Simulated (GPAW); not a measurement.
# A W chain with a Se atom on top of one atom: transmission at several levels

How well does a W chain with a Se atom on top of one atom conduct at low bias, and how far do basis and functional move the answer?

Method: GPAW LCAO, PAW setups; Landauer transmission from Green's functions with principal layers (ASE), zero bias, in GPAW 26.7.0.

This is a report of a sequence of runs, with most program output left out.

## Step 1: The structure

The cell holds 16 atoms: 15 W and 1 Se. Its edges and angles: a = 9.000 Å, b = 9.000 Å, c = 33.750 Å, α = 90.0°, β = 90.0°, γ = 90.0°. Regions: left lead, 7 atoms (7 W); channel, 2 atoms (1 W and 1 Se); right lead, 7 atoms (7 W). Vacuum lies along a and b. The structure is stacked along c, and the current runs across the ab planes.

## Step 2: Double-zeta polarised basis

Localised orbitals split the wire into layers that couple to their neighbours alone, which is what the Green's function method needs; double zeta with polarisation is the usual level for numbers.

run.py

```python
import json
import numpy as np
from ase import Atoms
from ase.transport.calculators import TransportCalculator
from gpaw import GPAW, FermiDirac
from gpaw.lcao.tools import get_lcao_hamiltonian
from scipy.linalg import eigh

# The junction with lead layers at both ends, along the third cell vector
device = Atoms(
    ['W', 'W', 'W', 'W', 'W', 'W', 'W', 'W', 'Se', 'W', 'W', 'W', 'W', 'W', 'W', 'W'],
    positions=[
        [4.50000, 4.50000, 1.12500],
        [4.50000, 4.50000, 3.37500],
        [4.50000, 4.50000, 5.62500],
        [4.50000, 4.50000, 7.87500],
        [4.50000, 4.50000, 10.12500],
        [4.50000, 4.50000, 12.37500],
        [4.50000, 4.50000, 14.62500],
        [4.50000, 4.50000, 16.87500],
        [6.65790, 4.50000, 16.87500],
        [4.50000, 4.50000, 19.12500],
        [4.50000, 4.50000, 21.37500],
        [4.50000, 4.50000, 23.62500],
        [4.50000, 4.50000, 25.87500],
        [4.50000, 4.50000, 28.12500],
        [4.50000, 4.50000, 30.37500],
        [4.50000, 4.50000, 32.62500]],
    cell=[[9.0, 0.0, 0.0], [0.0, 9.0, 0.0], [0.0, 0.0, 33.75]],
    pbc=True)

# One principal layer of the lead: the first 5 atoms of the device
lead = Atoms(
    ['W', 'W', 'W', 'W', 'W'],
    positions=[
        [4.50000, 4.50000, 1.12500],
        [4.50000, 4.50000, 3.37500],
        [4.50000, 4.50000, 5.62500],
        [4.50000, 4.50000, 7.87500],
        [4.50000, 4.50000, 10.12500]],
    cell=[[9.0, 0.0, 0.0], [0.0, 9.0, 0.0], [0.0, 0.0, 11.25]],
    pbc=True)

settings = dict(mode='lcao', basis='dzp', xc='PBE', h=0.2,
                occupations=FermiDirac(0.1), maxiter=250,
                mixer=dict(beta=0.1, nmaxold=8, weight=100.0),
                convergence=dict(density=0.0001))
energies = np.arange(-2, 2 + 1e-9, 0.05)
eta = 0.0001
n1, n2 = 1, 1
# k and -k transmit alike, so half of the mesh across the current serves
mesh = [(i, j) for i in range(n1) for j in range(n2) if (i, j) <= (-i % n1, -j % n2)]
weights = np.array([1 if (i, j) == (-i % n1, -j % n2) else 2 for i, j in mesh]) / (n1 * n2)

# [... helper functions left out ...]
fermi_lead = ground_state(lead, (1, 1, 10), 'lead.txt')
fermi_device = ground_state(device, (1, 1, 3), 'device.txt')
# [... loop over the mesh left out, but for ...]
        # Shift the lead onto the potential of the device's first layer
        shift = ((H[:, 0, 0] - H0[:, 0, 0]) / S0[0, 0]).real.mean()
# [...]
kT = 8.617333e-5 * 500
bias = [0.1, 0.2, 0.5, 1.0, 1.5, 2.0]
# [... integrals and printing left out ...]
```

Started as:

```console
$ OMP_NUM_THREADS=1 OPENBLAS_NUM_THREADS=1 python run.py
```

Elapsed: 5.8 min, on 1 thread of Arm Neoverse N1, shared host; peak memory 1.4 GiB.

Numbers from this step:

```yaml
conductance: 3.809 G₀
largest_coupling_past_the_next_principal_layer: 7.88e-6 eV
largest_misfit_of_the_first_principal_layer: 0.03497 eV
shift_that_aligns_the_lead: -0.004448 eV
basis_functions_of_the_junction: 448
basis_functions_of_a_principal_layer: 145
transmission_at_the_fermi_level_one_spin: 3.814
```

One spin. Transmission, zone mean against energy, zero at the Fermi level:

energy (eV), transmission, zone mean and a bar from the least value:
```
    -2.00       2.38 ##############
    -1.85       2.43 ###############
    -1.70       2.51 ################
    -1.60       2.58 #################
    -1.45       2.70 ##################
    -1.30       2.81 ###################
    -1.15       2.90 ####################
    -1.05       2.96 #####################
    -0.90       3.03 ######################
    -0.75       3.07 ######################
    -0.60       3.59 ############################
    -0.50       3.65 ############################
    -0.35       3.71 #############################
    -0.20       3.77 #############################
    -0.05       3.81 ##############################
     0.00       3.81 ##############################
     0.05       3.82 ##############################
     0.20       3.80 ##############################
     0.35       3.79 ##############################
     0.50       3.79 ##############################
     0.60       3.78 ##############################
     0.75       3.76 #############################
     0.90       3.70 #############################
     1.05       3.63 ############################
     1.15       3.60 ############################
     1.30       3.58 ############################
     1.45       3.61 ############################
     1.60       3.58 ###########################
     1.70       3.10 ######################
     1.85       1.55 ######
     2.00       1.04
```

Not self-consistent under bias; the bias window is split evenly. Table of current through one cell, from the zero-bias transmission by bias:

| bias (V) | current through one cell, from the zero-bias transmission (mA) |
| --- | --- |
| 0.100 | 0.0295 |
| 0.200 | 0.0590 |
| 0.500 | 0.147 |
| 1.000 | 0.292 |
| 1.500 | 0.432 |
| 2.000 | 0.564 |

The transmission of the three most open eigenchannels by energy, zero at the Fermi level:

| energy (eV) | channel 1 | channel 2 | channel 3 |
| --- | --- | --- | --- |
| -2.00 | 0.994 | 0.986 | 0.247 |
| -1.90 | 0.994 | 0.989 | 0.297 |
| -1.80 | 0.994 | 0.991 | 0.356 |
| -1.70 | 0.994 | 0.993 | 0.427 |
| -1.55 | 0.995 | 0.994 | 0.550 |
| -1.45 | 0.996 | 0.994 | 0.634 |
| -1.35 | 0.996 | 0.995 | 0.712 |
| -1.25 | 0.997 | 0.995 | 0.782 |
| -1.15 | 0.998 | 0.996 | 0.845 |
| -1.05 | 0.998 | 0.996 | 0.901 |
| -0.90 | 0.998 | 0.996 | 0.971 |
| -0.80 | 0.999 | 0.997 | 0.994 |
| -0.70 | 0.999 | 0.998 | 0.943 |
| -0.60 | 0.999 | 0.998 | 0.953 |
| -0.50 | 0.998 | 0.998 | 0.965 |
| -0.40 | 0.998 | 0.996 | 0.975 |
| -0.25 | 0.998 | 0.996 | 0.985 |
| -0.15 | 0.998 | 0.996 | 0.990 |
| -0.05 | 0.999 | 0.997 | 0.994 |
| 0.00 | 0.999 | 0.997 | 0.996 |
| 0.05 | 0.999 | 0.998 | 0.997 |
| 0.15 | 0.999 | 0.998 | 0.998 |
| 0.25 | 0.999 | 0.999 | 0.998 |
| 0.40 | 0.999 | 0.999 | 0.998 |
| 0.50 | 0.999 | 0.998 | 0.997 |
| 0.60 | 0.999 | 0.996 | 0.994 |
| 0.70 | 0.999 | 0.994 | 0.987 |
| 0.80 | 0.999 | 0.990 | 0.972 |
| 0.90 | 0.999 | 0.985 | 0.949 |
| 1.05 | 0.999 | 0.978 | 0.906 |
| 1.15 | 0.999 | 0.975 | 0.872 |
| 1.25 | 0.999 | 0.970 | 0.830 |
| 1.35 | 0.999 | 0.963 | 0.772 |
| 1.45 | 0.998 | 0.949 | 0.696 |
| 1.55 | 0.998 | 0.919 | 0.592 |
| 1.70 | 0.994 | 0.951 | 0.619 |
| 1.80 | 0.996 | 0.725 | 0.387 |
| 1.90 | 0.995 | 0.0118 | 4.9e-5 |
| 2.00 | 0.994 | 0.0473 | 5.1e-5 |

Couplings past the next layer reach 7.9e-6 eV, small enough to drop; the matrix elements of the cell's first layer differ from the bulk lead's by up to 0.035 eV. That layer keeps its own values in the calculation, and only beyond it is the lead taken as perfect. The Fermi levels of lead and junction count from different zeros of potential, one for each periodic cell; with both set to zero, the small remaining shift is what aligns them. Without spin-orbit coupling, which is large for these atoms, channel counts and T are those of the scalar-relativistic bands. By hand: G = 3.809 × 77.48 μS = 295 μS, a resistance of 3.39 kΩ; at 0.1 V a linear junction would pass 29.5 μA, and the integral over the bias window gives 29.5 μA.

## Step 3: GPAW, szp: basis = "szp(dzp)"

One radial function a shell plus polarisation makes the matrices smaller; the question is what that costs.

run.py: that of step 2 with these lines changed.

```diff
@@ -43,3 +43,3 @@
 
-settings = dict(mode='lcao', basis='dzp', xc='PBE', h=0.2,
+settings = dict(mode='lcao', basis='szp(dzp)', xc='PBE', h=0.2,
                 occupations=FermiDirac(0.1), maxiter=250,
```

Run time: 3.6 min. Hardware: 1 thread; peak memory 1.3 GiB.

Numbers from this step:

| Item | Value |
| --- | --- |
| conductance | 3.857 G₀ |
| largest misfit of the first principal layer | 0.03597 eV |
| shift that aligns the lead | -0.001642 eV |
| basis functions of the junction | 249 |
| basis functions of a principal layer | 80 |
| transmission at the Fermi level (one spin) | 3.862 |

One spin. Transmission, zone mean against energy, zero at the Fermi level:

| energy (eV) | transmission, zone mean |
| --- | --- |
| -2.00 | 2.39 |
| -1.90 | 2.42 |
| -1.80 | 2.47 |
| -1.70 | 2.52 |
| -1.55 | 2.63 |
| -1.45 | 2.70 |
| -1.35 | 2.78 |
| -1.25 | 2.85 |
| -1.15 | 2.91 |
| -1.05 | 2.97 |
| -0.90 | 3.04 |
| -0.80 | 3.08 |
| -0.70 | 3.35 |
| -0.60 | 3.58 |
| -0.50 | 3.66 |
| -0.40 | 3.71 |
| -0.25 | 3.77 |
| -0.15 | 3.82 |
| -0.05 | 3.85 |
| 0.00 | 3.86 |
| 0.05 | 3.87 |
| 0.10 | 3.87 |
| 0.15 | 3.87 |
| 0.25 | 3.86 |
| 0.40 | 3.85 |
| 0.50 | 3.85 |
| 0.60 | 3.85 |
| 0.70 | 3.83 |
| 0.80 | 3.80 |
| 0.90 | 3.75 |
| 1.05 | 3.65 |
| 1.15 | 3.59 |
| 1.25 | 3.52 |
| 1.35 | 3.46 |
| 1.45 | 3.42 |
| 1.55 | 3.40 |
| 1.70 | 3.28 |
| 1.80 | 2.13 |
| 1.90 | 1.04 |
| 2.00 | 1.02 |

Not self-consistent under bias; the bias window is split evenly. Current through one cell, from the zero-bias transmission against bias:

| bias (V) | current through one cell, from the zero-bias transmission (mA) |
| --- | --- |
| 0.100 | 0.0299 |
| 0.200 | 0.0597 |
| 0.500 | 0.149 |
| 1.000 | 0.295 |
| 1.500 | 0.437 |
| 2.000 | 0.569 |

Transmission of the three most open eigenchannels against energy, zero at the Fermi level:

| energy (eV) | channel 1 | channel 2 | channel 3 |
| --- | --- | --- | --- |
| -2.00 | 0.993 | 0.987 | 0.235 |
| -1.90 | 0.993 | 0.989 | 0.289 |
| -1.80 | 0.993 | 0.991 | 0.349 |
| -1.70 | 0.993 | 0.993 | 0.421 |
| -1.55 | 0.995 | 0.993 | 0.546 |
| -1.45 | 0.996 | 0.994 | 0.632 |
| -1.35 | 0.996 | 0.994 | 0.711 |
| -1.25 | 0.997 | 0.995 | 0.782 |
| -1.15 | 0.997 | 0.995 | 0.843 |
| -1.05 | 0.998 | 0.996 | 0.898 |
| -0.90 | 0.998 | 0.996 | 0.966 |
| -0.80 | 0.999 | 0.995 | 0.994 |
| -0.70 | 0.999 | 0.998 | 0.952 |
| -0.60 | 0.999 | 0.998 | 0.956 |
| -0.50 | 0.998 | 0.998 | 0.967 |
| -0.40 | 0.998 | 0.997 | 0.976 |
| -0.25 | 0.998 | 0.996 | 0.984 |
| -0.15 | 0.998 | 0.997 | 0.989 |
| -0.05 | 0.998 | 0.998 | 0.994 |
| 0.00 | 0.999 | 0.998 | 0.995 |
| 0.05 | 0.999 | 0.998 | 0.996 |
| 0.15 | 0.999 | 0.999 | 0.997 |
| 0.25 | 0.999 | 0.999 | 0.997 |
| 0.40 | 0.999 | 0.998 | 0.997 |
| 0.50 | 0.999 | 0.997 | 0.997 |
| 0.60 | 0.999 | 0.996 | 0.992 |
| 0.70 | 0.999 | 0.993 | 0.983 |
| 0.80 | 0.999 | 0.988 | 0.966 |
| 0.90 | 0.999 | 0.982 | 0.939 |
| 1.05 | 0.999 | 0.973 | 0.887 |
| 1.15 | 0.999 | 0.968 | 0.848 |
| 1.25 | 0.999 | 0.963 | 0.802 |
| 1.35 | 0.999 | 0.956 | 0.744 |
| 1.45 | 0.999 | 0.944 | 0.668 |
| 1.55 | 0.998 | 0.920 | 0.582 |
| 1.70 | 0.997 | 0.786 | 0.776 |
| 1.80 | 0.995 | 0.769 | 0.265 |
| 1.90 | 0.994 | 0.0428 | 3.2e-5 |
| 2.00 | 0.992 | 0.0301 | 3.3e-5 |

The conductance, 3.86 G₀, lies 1.3 % above that of the dzp run.

## Step 4: GPAW, sz: basis = "sz(dzp)"

The minimal basis is the cheapest rung: no second zeta and no polarisation.

run.py: that of step 3 with these lines changed.

```diff
@@ -43,3 +43,3 @@
 
-settings = dict(mode='lcao', basis='szp(dzp)', xc='PBE', h=0.2,
+settings = dict(mode='lcao', basis='sz(dzp)', xc='PBE', h=0.2,
                 occupations=FermiDirac(0.1), maxiter=250,
```

Run time: 2.7 min. Hardware: 1 thread; peak memory 1.3 GiB.

Numbers from this step:

| Property | Result |
| --- | --- |
| conductance | 3.896 G₀ |
| largest misfit of the first principal layer | 0.03756 eV |
| shift that aligns the lead | -2.46e-4 eV |
| basis functions of the junction | 199 |
| basis functions of a principal layer | 65 |
| transmission at the Fermi level (one spin) | 3.902 |

One spin. The transmission, zone mean by energy, zero at the Fermi level:

| energy (eV) | transmission, zone mean |
| --- | --- |
| -2.00 | 2.40 |
| -1.90 | 2.44 |
| -1.80 | 2.50 |
| -1.70 | 2.56 |
| -1.55 | 2.67 |
| -1.45 | 2.75 |
| -1.35 | 2.82 |
| -1.25 | 2.88 |
| -1.15 | 2.94 |
| -1.05 | 2.99 |
| -0.90 | 3.05 |
| -0.80 | 3.08 |
| -0.70 | 3.38 |
| -0.60 | 3.61 |
| -0.50 | 3.69 |
| -0.40 | 3.74 |
| -0.25 | 3.81 |
| -0.15 | 3.86 |
| -0.05 | 3.89 |
| 0.00 | 3.90 |
| 0.05 | 3.91 |
| 0.10 | 3.91 |
| 0.15 | 3.91 |
| 0.25 | 3.90 |
| 0.40 | 3.89 |
| 0.50 | 3.89 |
| 0.60 | 3.88 |
| 0.70 | 3.87 |
| 0.80 | 3.84 |
| 0.90 | 3.80 |
| 1.05 | 3.70 |
| 1.15 | 3.63 |
| 1.25 | 3.55 |
| 1.35 | 3.45 |
| 1.45 | 3.34 |
| 1.55 | 3.25 |
| 1.70 | 3.17 |
| 1.80 | 2.44 |
| 1.90 | 1.32 |
| 2.00 | 0.993 |

The conductance, 3.90 G₀, lies 2.3 % above that of the dzp run.

## Step 5: LDA in the dzp basis: xc = "LDA"

Back in the dzp basis, the functional changes from PBE to LDA, to set the spread between functionals beside that between bases.

run.py: that of step 4 with these lines changed.

```diff
@@ -43,3 +43,3 @@
 
-settings = dict(mode='lcao', basis='sz(dzp)', xc='PBE', h=0.2,
+settings = dict(mode='lcao', basis='dzp', xc='LDA', h=0.2,
                 occupations=FermiDirac(0.1), maxiter=250,
```

Wall time 5.2 min (1 thread); peak memory 1.4 GiB.

Numbers from this step:

```
conductance                                    : 3.839 G₀
largest coupling past the next principal layer : 8.10e-6 eV
largest misfit of the first principal layer    : 0.03382 eV
shift that aligns the lead                     : -0.003743 eV
basis functions of the junction                : 448
basis functions of a principal layer           : 145
transmission at the Fermi level (one spin)     : 3.844
```

The conductance, 3.84 G₀, lies 0.8 % above that of the dzp run.

## Step 6: The ladder

Times are for 1 thread of Arm Neoverse N1, shared host. The runs compared:

| no. | run | conductance (G₀) | time | memory (GiB) |
| --- | --- | --- | --- | --- |
| 1 | dzp | 3.809 | 5.8 min | 1.4 |
| 2 | szp | 3.857 | 3.6 min | 1.3 |
| 3 | sz | 3.896 | 2.7 min | 1.3 |
| 4 | dzp LDA | 3.839 | 5.2 min | 1.4 |

## Step 7: Comparison

The curves are compared point by point over the common energies.

This step: comparison of transmission and cost over codes and levels (GPAW 26.7.0).

Ladder, by row:

| step | code | T at the Fermi level (sum over the listed spins) | conductance (G0) | r.m.s. T(E) from the first | wall time (s) | peak memory (GiB) | threads |
| --- | --- | --- | --- | --- | --- | --- | --- |
| dzp | GPAW | 3.814 | 3.809 | 0 | 348.4 | 1.37 | 1 |
| szp | GPAW | 3.862 | 3.857 | 0.07488 | 213.6 | 1.31 | 1 |
| sz | GPAW | 3.902 | 3.896 | 0.1335 | 161.3 | 1.27 | 1 |
| dzp-LDA | GPAW | 3.844 | 3.839 | 0.06409 | 309.3 | 1.39 | 1 |

Table of transmission, zone mean, sum over the listed spins by energy, zero at the Fermi level:

| energy (eV) | dzp | szp | sz | dzp-LDA |
| --- | --- | --- | --- | --- |
| -2.00 | 2.38 | 2.39 | 2.40 | 2.39 |
| -1.85 | 2.43 | 2.44 | 2.47 | 2.44 |
| -1.70 | 2.51 | 2.52 | 2.56 | 2.52 |
| -1.50 | 2.66 | 2.67 | 2.71 | 2.66 |
| -1.35 | 2.77 | 2.78 | 2.82 | 2.77 |
| -1.20 | 2.87 | 2.88 | 2.91 | 2.86 |
| -1.05 | 2.96 | 2.97 | 2.99 | 2.95 |
| -0.90 | 3.03 | 3.04 | 3.05 | 3.02 |
| -0.70 | 3.38 | 3.35 | 3.38 | 3.40 |
| -0.55 | 3.62 | 3.63 | 3.65 | 3.65 |
| -0.40 | 3.69 | 3.71 | 3.74 | 3.72 |
| -0.25 | 3.75 | 3.77 | 3.81 | 3.78 |
| -0.10 | 3.80 | 3.84 | 3.88 | 3.83 |
| 0.00 | 3.81 | 3.86 | 3.90 | 3.84 |
| 0.05 | 3.82 | 3.87 | 3.91 | 3.85 |
| 0.10 | 3.81 | 3.87 | 3.91 | 3.84 |
| 0.25 | 3.80 | 3.86 | 3.90 | 3.83 |
| 0.40 | 3.79 | 3.85 | 3.89 | 3.81 |
| 0.55 | 3.78 | 3.85 | 3.89 | 3.81 |
| 0.70 | 3.77 | 3.83 | 3.87 | 3.80 |
| 0.90 | 3.70 | 3.75 | 3.80 | 3.73 |
| 1.05 | 3.63 | 3.65 | 3.70 | 3.65 |
| 1.20 | 3.59 | 3.55 | 3.59 | 3.61 |
| 1.35 | 3.59 | 3.46 | 3.45 | 3.61 |
| 1.50 | 3.62 | 3.41 | 3.29 | 3.64 |
| 1.70 | 3.10 | 3.28 | 3.17 | 3.38 |
| 1.85 | 1.55 | 1.25 | 1.67 | 1.37 |
| 2.00 | 1.04 | 1.02 | 0.993 | 1.01 |

## Step 8: Functional BLYP, k-points along the lead 4, smearing 0.05

The functional moves levels against the Fermi level. The lead's own mesh along the current sets its density and potential; where the lead is aligned to the junction's end layer, a rigid shift drops out. Smearing helps the SCF of a metal converge, but it blurs occupations at band edges near the Fermi level.

This step: GPAW LCAO, PAW setups; Landauer transmission from Green's functions with principal layers (ASE), zero bias (GPAW 26.7.0).

run.py: that of step 5 with these lines changed.

```diff
@@ -43,4 +43,4 @@
 
-settings = dict(mode='lcao', basis='dzp', xc='LDA', h=0.2,
-                occupations=FermiDirac(0.1), maxiter=250,
+settings = dict(mode='lcao', basis='dzp', xc='BLYP', h=0.2,
+                occupations=FermiDirac(0.05), maxiter=250,
                 mixer=dict(beta=0.1, nmaxold=8, weight=100.0),
@@ -55,3 +55,3 @@
 # [... helper functions left out ...]
-fermi_lead = ground_state(lead, (1, 1, 10), 'lead.txt')
+fermi_lead = ground_state(lead, (1, 1, 4), 'lead.txt')
 fermi_device = ground_state(device, (1, 1, 3), 'device.txt')
```

Wall time 1.2 s (1 thread); peak memory 0.1 GiB.

The program refused the input before any cycle.

The program's message: “FileNotFoundError: Could not find required PAW dataset file "W.BLYP".”

## Step 9: Another change of settings

A last run, with other settings again.

run.py: that of step 8 with these lines changed.

```diff
@@ -40,7 +40,7 @@
         [4.50000, 4.50000, 10.12500]],
-    cell=[[9.0, 0.0, 0.0], [0.0, 9.0, 0.0], [0.0, 0.0, 11.25]],
+    cell=[[9.0, 0.0, 0.0], [0.0, 9.0, 0.0], [0.0, 0.0, 10.125]],
     pbc=True)
 
-settings = dict(mode='lcao', basis='dzp', xc='BLYP', h=0.2,
-                occupations=FermiDirac(0.05), maxiter=250,
+settings = dict(mode='lcao', basis='dzp', xc='PBE', h=0.2,
+                occupations=FermiDirac(0.1), maxiter=50,
                 mixer=dict(beta=0.1, nmaxold=8, weight=100.0),
@@ -55,3 +55,3 @@
 # [... helper functions left out ...]
-fermi_lead = ground_state(lead, (1, 1, 4), 'lead.txt')
+fermi_lead = ground_state(lead, (1, 1, 10), 'lead.txt')
 fermi_device = ground_state(device, (1, 1, 3), 'device.txt')
```

The job ended after 5.5 min (1 thread; peak memory 1.4 GiB).

The run finished. A setting was moved off its sound value on purpose, so it serves as a test and not as the result.

The fault put into the input: a lead period that doesn't match its atoms (period = 10.125).

Side by side:

| quantity | this run | sound run | difference |
| --- | --- | --- | --- |
| conductance (G₀) | 6.508e-8 | 3.8088 | -3.81 |
| largest coupling past the next principal layer (eV) | 9.737e-5 | 7.883e-6 | 8.9e-5 |
| largest misfit of the first principal layer (eV) | 126.19 | 0.034968 | 126 |
| shift that aligns the lead (eV) | 11.830 | -0.0044484 | 11.8 |
| transmission at the Fermi level (one spin) | 4.110e-10 | 3.8138 | -3.81 |

The two runs differ clearly in the transmission at the Fermi level (one spin): 4.1e-10 against 3.81.

## Step 10: What came out

```json
{
 "conductance": "3.81 G₀",
 "transmission at the Fermi level, mean of the spins": "3.81"
}
```

In words: In the dzp basis the junction conducts 3.81 G₀ at 500 K, with T = 3.81 a spin at the Fermi level; the sz basis reaches that conductance within 10 %. At the Fermi level the three most open eigenchannels pass 1.00, 1.00 and 1.00. Measured against the first run (dzp), the nearest curve is that of dzp-LDA (r.m.s. 0.064) and the farthest that of sz (0.13). Over the compared runs wall time goes from 161 s (sz) to 348 s (dzp), on a shared host. The geometry was built from estimated bond lengths and not relaxed, so the numbers describe this model structure. The run had no spin polarisation, so a magnetic state, which chains and small molecules with open shells often have, wasn't tested. Spin-orbit coupling is left out, which matters for the heavy atoms here. An evenly spaced straight chain is an idealisation: free chains tend to dimerise, zigzag or, where a band edge lies near the Fermi level, turn magnetic. The currents use the zero-bias T(E) throughout, which holds only while the bias is small against the distance to the nearest feature. The thermopower isn't quoted: it samples T(E) farther from the Fermi level than the conductance does, and the energy grid wasn't tested for it.

[Logs are printed without paths, hosts, clocks, repeated set-up lines and the standing remarks that a program may print on its own settings, such as how far it seeks lower states.]

[Hosts, paths, dates, database ids (printed as entryN), source tags and the programs' standing remarks are cut or masked in the printed files.]
